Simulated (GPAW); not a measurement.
# O K ELNES/XANES of BaPbO3 (C2/m) from DFT, part 3 of 3

What does one-electron theory with a core hole give for the O K edge of BaPbO3 (C2/m)?

GPAW 26.7.0; X-ray absorption from dipole matrix elements to empty bands, plane-wave PAW LDA.

So far. Step 5 (Spectrum with XCH, O atom 7): Main maxima below 24 eV (height): 1.0 eV (0.96), 4.3 eV (2.51), 7.6 eV (1.48), 11.5 eV (0.94) and 16.0 eV (0.75).  Step 5 (Spectrum with XCH, O atom 7): The total-energy difference is 532.75 eV. With the free-atom term of -8.83 eV for this edge, the photon energy is 523.92 eV.

## 6. Spectrum with XCH, O atom 9

The holes are 6.0 Å apart. The excited electron is kept in the cell, where it fills the lowest empty states and screens the hole. After the field has converged, empty bands are computed with the density fixed and the dipole matrix elements are summed.

The absorber has 2 Pb at 2.15 Å (bent, 168°, site symmetry 2).

The input, xas.py:

```python
import numpy as np
from ase import Atoms
from ase.parallel import parprint, paropen
from gpaw import GPAW, PW, FermiDirac, Mixer, MixerDif, setup_paths
from gpaw.test import gen
setup_paths.insert(0, '.')
gen('O', name='fch1s', xcname='LDA', corehole=(1, 0, 1), write_xml=True)
from gpaw.mpi import world
world.barrier()

atoms = Atoms('Pb2Ba2O6',
    cell=[[-4.22460236, 0, 4.27720401],
     [4.26554917, -4.2404, 0],
     [4.26554917, 4.2404, 0]],
    scaled_positions=[[0.5, 0.5, 0],
     [0.5, 0, 0.5],
     [0.0042, 0.2532, 0.2532],
     [0.9958, 0.7468, 0.7468],
     [0.5, 0.715, 0.285],
     [0.5, 0.285, 0.715],
     [0.4476, 0.1926, 0.1926],
     [0.5524, 0.8074, 0.8074],
     [0, 0.2765, 0.7235],
     [0, 0.7235, 0.2765]],
    pbc=True)
atoms.calc = calc = GPAW(legacy_gpaw=True, mode=PW(500), xc='LDA', setups={8: 'fch1s'},
    kpts={'size': (4, 4, 4), 'gamma': True}, occupations=FermiDirac(0.1),
    charge=-1, mixer=Mixer(0.1, 5, 50), maxiter=150,
    convergence={'density': 0.0001}, txt='scf.txt')
energy = atoms.get_potential_energy() + calc.get_reference_energy()
ef = calc.get_fermi_level()
out = dict(energy=energy, fermi=ef, forces=atoms.get_forces().tolist())
parprint(f'all-electron energy {energy:.4f} eV, Fermi level {ef:.4f} eV')
ev = np.array([[calc.get_eigenvalues(k, s) for k in range(len(calc.get_ibz_k_points()))] for s in range(calc.get_number_of_spins())])
out['homo'], out['lumo'], out['counts'] = ev[ev < ef].max(), ev[ev > ef].min(), sorted(set((ev < ef).sum((0, 2)).tolist()))
out['filled'] = (ev[:, 0] < ef).sum(1).tolist()

from ase.units import Ha
from gpaw.xas import dipole_matrix_elements
nb = int(calc.get_number_of_electrons() / 2) + 95
top, nb = nb, nb + 8 + nb // 12
nscf = calc.fixed_density(kpts={'size': (5, 4, 4), 'gamma': True}, nbands=nb,
    convergence={'bands': top, 'eigenstates': 1e-5}, maxiter=60, txt='nscf.txt')
cell = atoms.cell.array
ops = [cell.T @ U.T @ np.linalg.inv(cell.T) for U in nscf.wfs.kd.symmetry.op_scc]
E = np.arange(-6, 34, 0.1)
fwhm = np.interp(E, [4, 25], [0.9, 3.5])
Y, X, zero, highest = 0, 0, 1e9, 1e9
for spin in range(nscf.get_number_of_spins()):
    wfs = nscf.wfs
    A = dipole_matrix_elements(wfs.setups[8])
    eps = np.zeros((wfs.kd.nibzkpts, nb))
    d = np.zeros((3, A.shape[1], wfs.kd.nibzkpts, nb), complex)
    for kpt in wfs.kpt_u:
        if kpt.s == spin and 8 in kpt.P_ani:
            eps[kpt.k] = kpt.eps_n * Ha
            d[:, :, kpt.k] = (kpt.weight * wfs.nspins / 2) ** 0.5 * np.inner(A, kpt.P_ani[8])
    world.sum(eps)
    world.sum(d)
    T = np.einsum('amkn,bmkn->abkn', d, d.conj()).real
    T = sum(np.einsum('ai,ijkn,bj->abkn', R, T, R) for R in ops) / len(ops)
    empty = eps > ef
    zero, highest = min(zero, eps[empty].min()), min(highest, eps[:, top - 1].min())
    lines = [(eps, T, empty)] if spin == 0 else lines + [(eps, T, empty)]
for eps, T, empty in lines:
    f = np.einsum('aakn->akn', T).reshape(3, -1)
    x = eps.ravel() - zero
    w = np.interp(x, E, fwhm) / 2.35482
    g = np.exp(-0.5 * ((E[:, None] - x) / w) ** 2) / (w * (2 * np.pi) ** 0.5)
    Y = Y + (f * empty.ravel()) @ g.T
    X = X + (f * ~empty.ravel()) @ g.T
out.update(E=E.round(2).tolist(), xas=Y.tolist(), xes=X.tolist(), zero=zero, valid=highest - zero, nk=len(eps), nb=nb)
for i in range(0, len(E), 10):
    parprint(f'{E[i]:7.2f}', *(f'{v:10.3e}' for v in Y[:, i]))
import json
with paropen('out.json', 'w') as f:
    json.dump(out, f)
```

On the command line:

```bash
OMP_NUM_THREADS=1 mpirun -n 4 gpaw python xas.py
```

Numbers of over 12 decimals in the logs are rounded to 6 here.

Output:

```text
Input parameters:
  charge: -1
  convergence: {density: 0.0001}
  kpts: {gamma: True,
         size: (4, 4, 4)}
  maxiter: 150
  mixer: {backend: pulay,
          beta: 0.1,
          method: separate,
          nmaxold: 5,
          weight: 50}
  mode: {ecut: 500.0,
         name: pw}
  occupations: {fixmagmom: False,
                name: fermi-dirac,
                width: 0.1}
  setups: {8: fch1s}

Initialize ...

[...]
*p    :    -0.067100
*d    :     0.000000
--------------------------------

Diagonalizing with gridspacing h=0.050

state   all-electron     PAW
-------------------------------
2s:      -1.594915    -1.596334
2p:      -1.067100    -1.073375
*d:                   -0.060686
*f:                   -0.013559
-------------------------------
all-electron energy -1587856.7680 eV, Fermi level 8.7791 eV
[...]
32.00  4.077e-05  4.258e-05  7.393e-05
  33.00  4.718e-05  4.710e-05  5.863e-05
[key lines of the parts left out:]
Converged after 20 iterations.
Dipole moment: (-0.000000, 0.591745, 0.000000) |e|*Ang
Free energy:    -82.589102
Fermi level: 8.77910
```

Elapsed: 1.8 min, on 4 MPI ranks of Arm Neoverse V2, shared host; peak memory 0.41 GiB; 7.1 min of CPU time.

The O K spectrum, O atom 9, excited-electron core hole (neutral cell) (energy from the lowest empty level; intensity scaled to a mean of 1 over the first 20 eV; polarised curves are means over the symmetry-equivalent atoms):

| E (eV) | isotropic | ε ∥ x | ε ∥ y | ε ∥ z |
| --- | --- | --- | --- | --- |
| -2.0 | 0.00 | 0.00 | 0.00 | 0.00 |
| -1.0 | 0.00 | 0.00 | 0.00 | 0.01 |
| 0.0 | 0.59 | 0.05 | 0.07 | 1.66 |
| 1.0 | 0.89 | 0.05 | 0.08 | 2.53 |
| 2.0 | 0.73 | 0.07 | 0.08 | 2.04 |
| 3.0 | 0.73 | 1.07 | 0.63 | 0.48 |
| 4.0 | 2.34 | 2.58 | 2.97 | 1.47 |
| 5.0 | 1.96 | 2.31 | 2.51 | 1.05 |
| 6.0 | 1.27 | 1.01 | 0.90 | 1.89 |
| 7.0 | 1.36 | 0.93 | 0.85 | 2.30 |
| 8.0 | 1.41 | 1.16 | 1.08 | 2.00 |
| 9.0 | 1.28 | 1.03 | 1.05 | 1.76 |
| 10.0 | 0.88 | 0.82 | 0.95 | 0.87 |
| 11.0 | 0.82 | 1.10 | 1.14 | 0.22 |
| 12.0 | 0.91 | 1.26 | 1.23 | 0.25 |
| 13.0 | 0.71 | 0.94 | 0.87 | 0.31 |
| 14.0 | 0.63 | 0.86 | 0.72 | 0.32 |
| 15.0 | 0.73 | 1.00 | 0.85 | 0.33 |
| 16.0 | 0.73 | 0.96 | 0.90 | 0.32 |
| 17.0 | 0.64 | 0.79 | 0.83 | 0.30 |
| 18.0 | 0.59 | 0.67 | 0.76 | 0.35 |
| 19.0 | 0.60 | 0.63 | 0.75 | 0.43 |
| 20.0 | 0.66 | 0.68 | 0.78 | 0.52 |
| 21.0 | 0.74 | 0.75 | 0.82 | 0.64 |
| 22.0 | 0.81 | 0.83 | 0.85 | 0.76 |
| 23.0 | 0.90 | 0.91 | 0.89 | 0.89 |
| 24.0 | 0.98 | 0.99 | 0.94 | 1.02 |
| 25.0 | 1.08 | 1.06 | 1.01 | 1.18 |
| 26.0 | 1.22 | 1.15 | 1.09 | 1.43 |
| 27.0 | 1.34 | 1.18 | 1.11 | 1.73 |
| 28.0 | 1.36 | 1.08 | 1.04 | 1.96 |
| 29.0 | 1.27 | 0.89 | 0.91 | 2.00 |
| 30.0 | 1.13 | 0.74 | 0.80 | 1.85 |
| 31.0 | 0.99 | 0.68 | 0.73 | 1.57 |
| 32.0 | 0.90 | 0.70 | 0.73 | 1.27 |

Main maxima below 24 eV (height): 0.5 eV (0.96), 4.2 eV (2.40), 7.6 eV (1.44), 11.8 eV (0.92) and 15.5 eV (0.75). 

The total-energy difference is 532.80 eV. With the free-atom term of -8.83 eV for this edge, the photon energy is 523.97 eV.

## 7. Site by site

| atom | surroundings | onset shift (eV) | energy of the highest intensity below 16 eV |
| --- | --- | --- | --- |
| 5 | 2 Pb at 2.15 Å (bent, 164°, site symmetry 2) | +0.00 | 4.3 |
| 7 | 2 Pb at 2.15 Å (bent, 161°, site symmetry m) | -0.02 | 4.3 |
| 9 | 2 Pb at 2.15 Å (bent, 168°, site symmetry 2) | +0.03 | 4.2 |

On one energy scale, from the first site's zero:

| E (eV) | atom 5 | atom 7 | atom 9 |
| --- | --- | --- | --- |
| -2.0 | 0.00 | 0.00 | 0.00 |
| -1.0 | 0.01 | 0.00 | 0.00 |
| 0.0 | 0.61 | 0.39 | 0.56 |
| 1.0 | 0.88 | 0.96 | 0.89 |
| 2.0 | 0.69 | 0.70 | 0.74 |
| 3.0 | 0.66 | 0.65 | 0.69 |
| 4.0 | 2.26 | 2.38 | 2.32 |
| 5.0 | 2.01 | 1.90 | 1.99 |
| 6.0 | 1.34 | 1.32 | 1.27 |
| 7.0 | 1.36 | 1.37 | 1.35 |
| 8.0 | 1.45 | 1.43 | 1.41 |
| 9.0 | 1.27 | 1.27 | 1.29 |
| 10.0 | 0.95 | 0.98 | 0.89 |
| 11.0 | 0.87 | 0.91 | 0.81 |
| 12.0 | 0.92 | 0.88 | 0.91 |
| 13.0 | 0.68 | 0.60 | 0.71 |
| 14.0 | 0.60 | 0.53 | 0.63 |
| 15.0 | 0.70 | 0.68 | 0.73 |
| 16.0 | 0.72 | 0.75 | 0.73 |
| 17.0 | 0.66 | 0.70 | 0.64 |
| 18.0 | 0.61 | 0.65 | 0.59 |
| 19.0 | 0.62 | 0.66 | 0.60 |
| 20.0 | 0.68 | 0.74 | 0.66 |
| 21.0 | 0.77 | 0.81 | 0.73 |
| 22.0 | 0.85 | 0.87 | 0.81 |
| 23.0 | 0.93 | 0.90 | 0.89 |
| 24.0 | 1.00 | 0.94 | 0.98 |
| 25.0 | 1.09 | 1.03 | 1.08 |
| 26.0 | 1.21 | 1.18 | 1.22 |
| 27.0 | 1.32 | 1.32 | 1.34 |
| 28.0 | 1.34 | 1.35 | 1.36 |
| 29.0 | 1.26 | 1.27 | 1.27 |
| 30.0 | 1.14 | 1.14 | 1.13 |
| 31.0 | 1.02 | 1.04 | 1.00 |

## 8. What came out

- absorber and edge: O K, atom 5 of the ground-state input (counted from 1)
- surroundings: 2 Pb at 2.15 Å (bent, 164°, site symmetry 2)
- highest intensity below 16 eV: 4.3 eV above the zero, height 2.42
- photon energy of the zero, with the added terms: 523.9 eV (raw 532.8 eV; LDA puts this hole about 4 eV below PBE, itself good to a few eV)

In words: The O K edge of atom 5, with 2 Pb at 2.15 Å (bent, 164°, site symmetry 2), has its highest intensity of the first 16 eV at 4.3 eV above the zero, near 528 eV in photon energy (LDA puts this hole about 4 eV below PBE, itself good to a few eV), 2.4 times the mean level of the first 20 eV (Gaussian full width 0.9 eV up to 4 eV, rising linearly to 3.5 eV at 25 eV). The O K spectra of the 3 sites differ in shape by up to 7 % r.m.s. after the best shift, and their zeros spread over 0.05 eV. At the O K edge of atom 5 polarisation matters most near 1.4 eV, where the curves differ by 2.9 on this scale. 1 further run of this session is left out of this account as redundant. The unit cell's mesh shows no gap over 0.35 eV. That is right for a metallic compound; for a small-gap or correlated insulator it would be the fault of the functional or of the assumed magnetic order, and the hole would be screened too well. The holes are only 6.0 Å apart, so the shape is probably not converged with cell size; no larger cell was run here. The mesh is coarse (0.32 Å⁻¹ between points), so small maxima may be mesh ripples. Lifetime broadening is put in by hand, and intensities beyond about 20 eV depend on it and on the partial waves. The structure is a published determination, not relaxed.

[Banner, clock and machine lines of the logs are left out without a mark of their own.]

[Logs are printed without paths, hosts, clocks, repeated set-up lines and the standing remarks that a program may print on its own settings, such as how far it seeks lower states.]

[Hosts, paths, dates, database ids (printed as entryN), source tags and the programs' standing remarks are cut or masked in the printed files.]

[Lists of maxima count a maximum above −3 eV only where it reaches 4 % of the highest in the window and stands out from its surroundings by 2 % of it (1.5 % where it reaches 55 %); shoulders and weaker maxima are passed over, and of the rest the first, up to two pre-edge ones and the few strongest are named.]
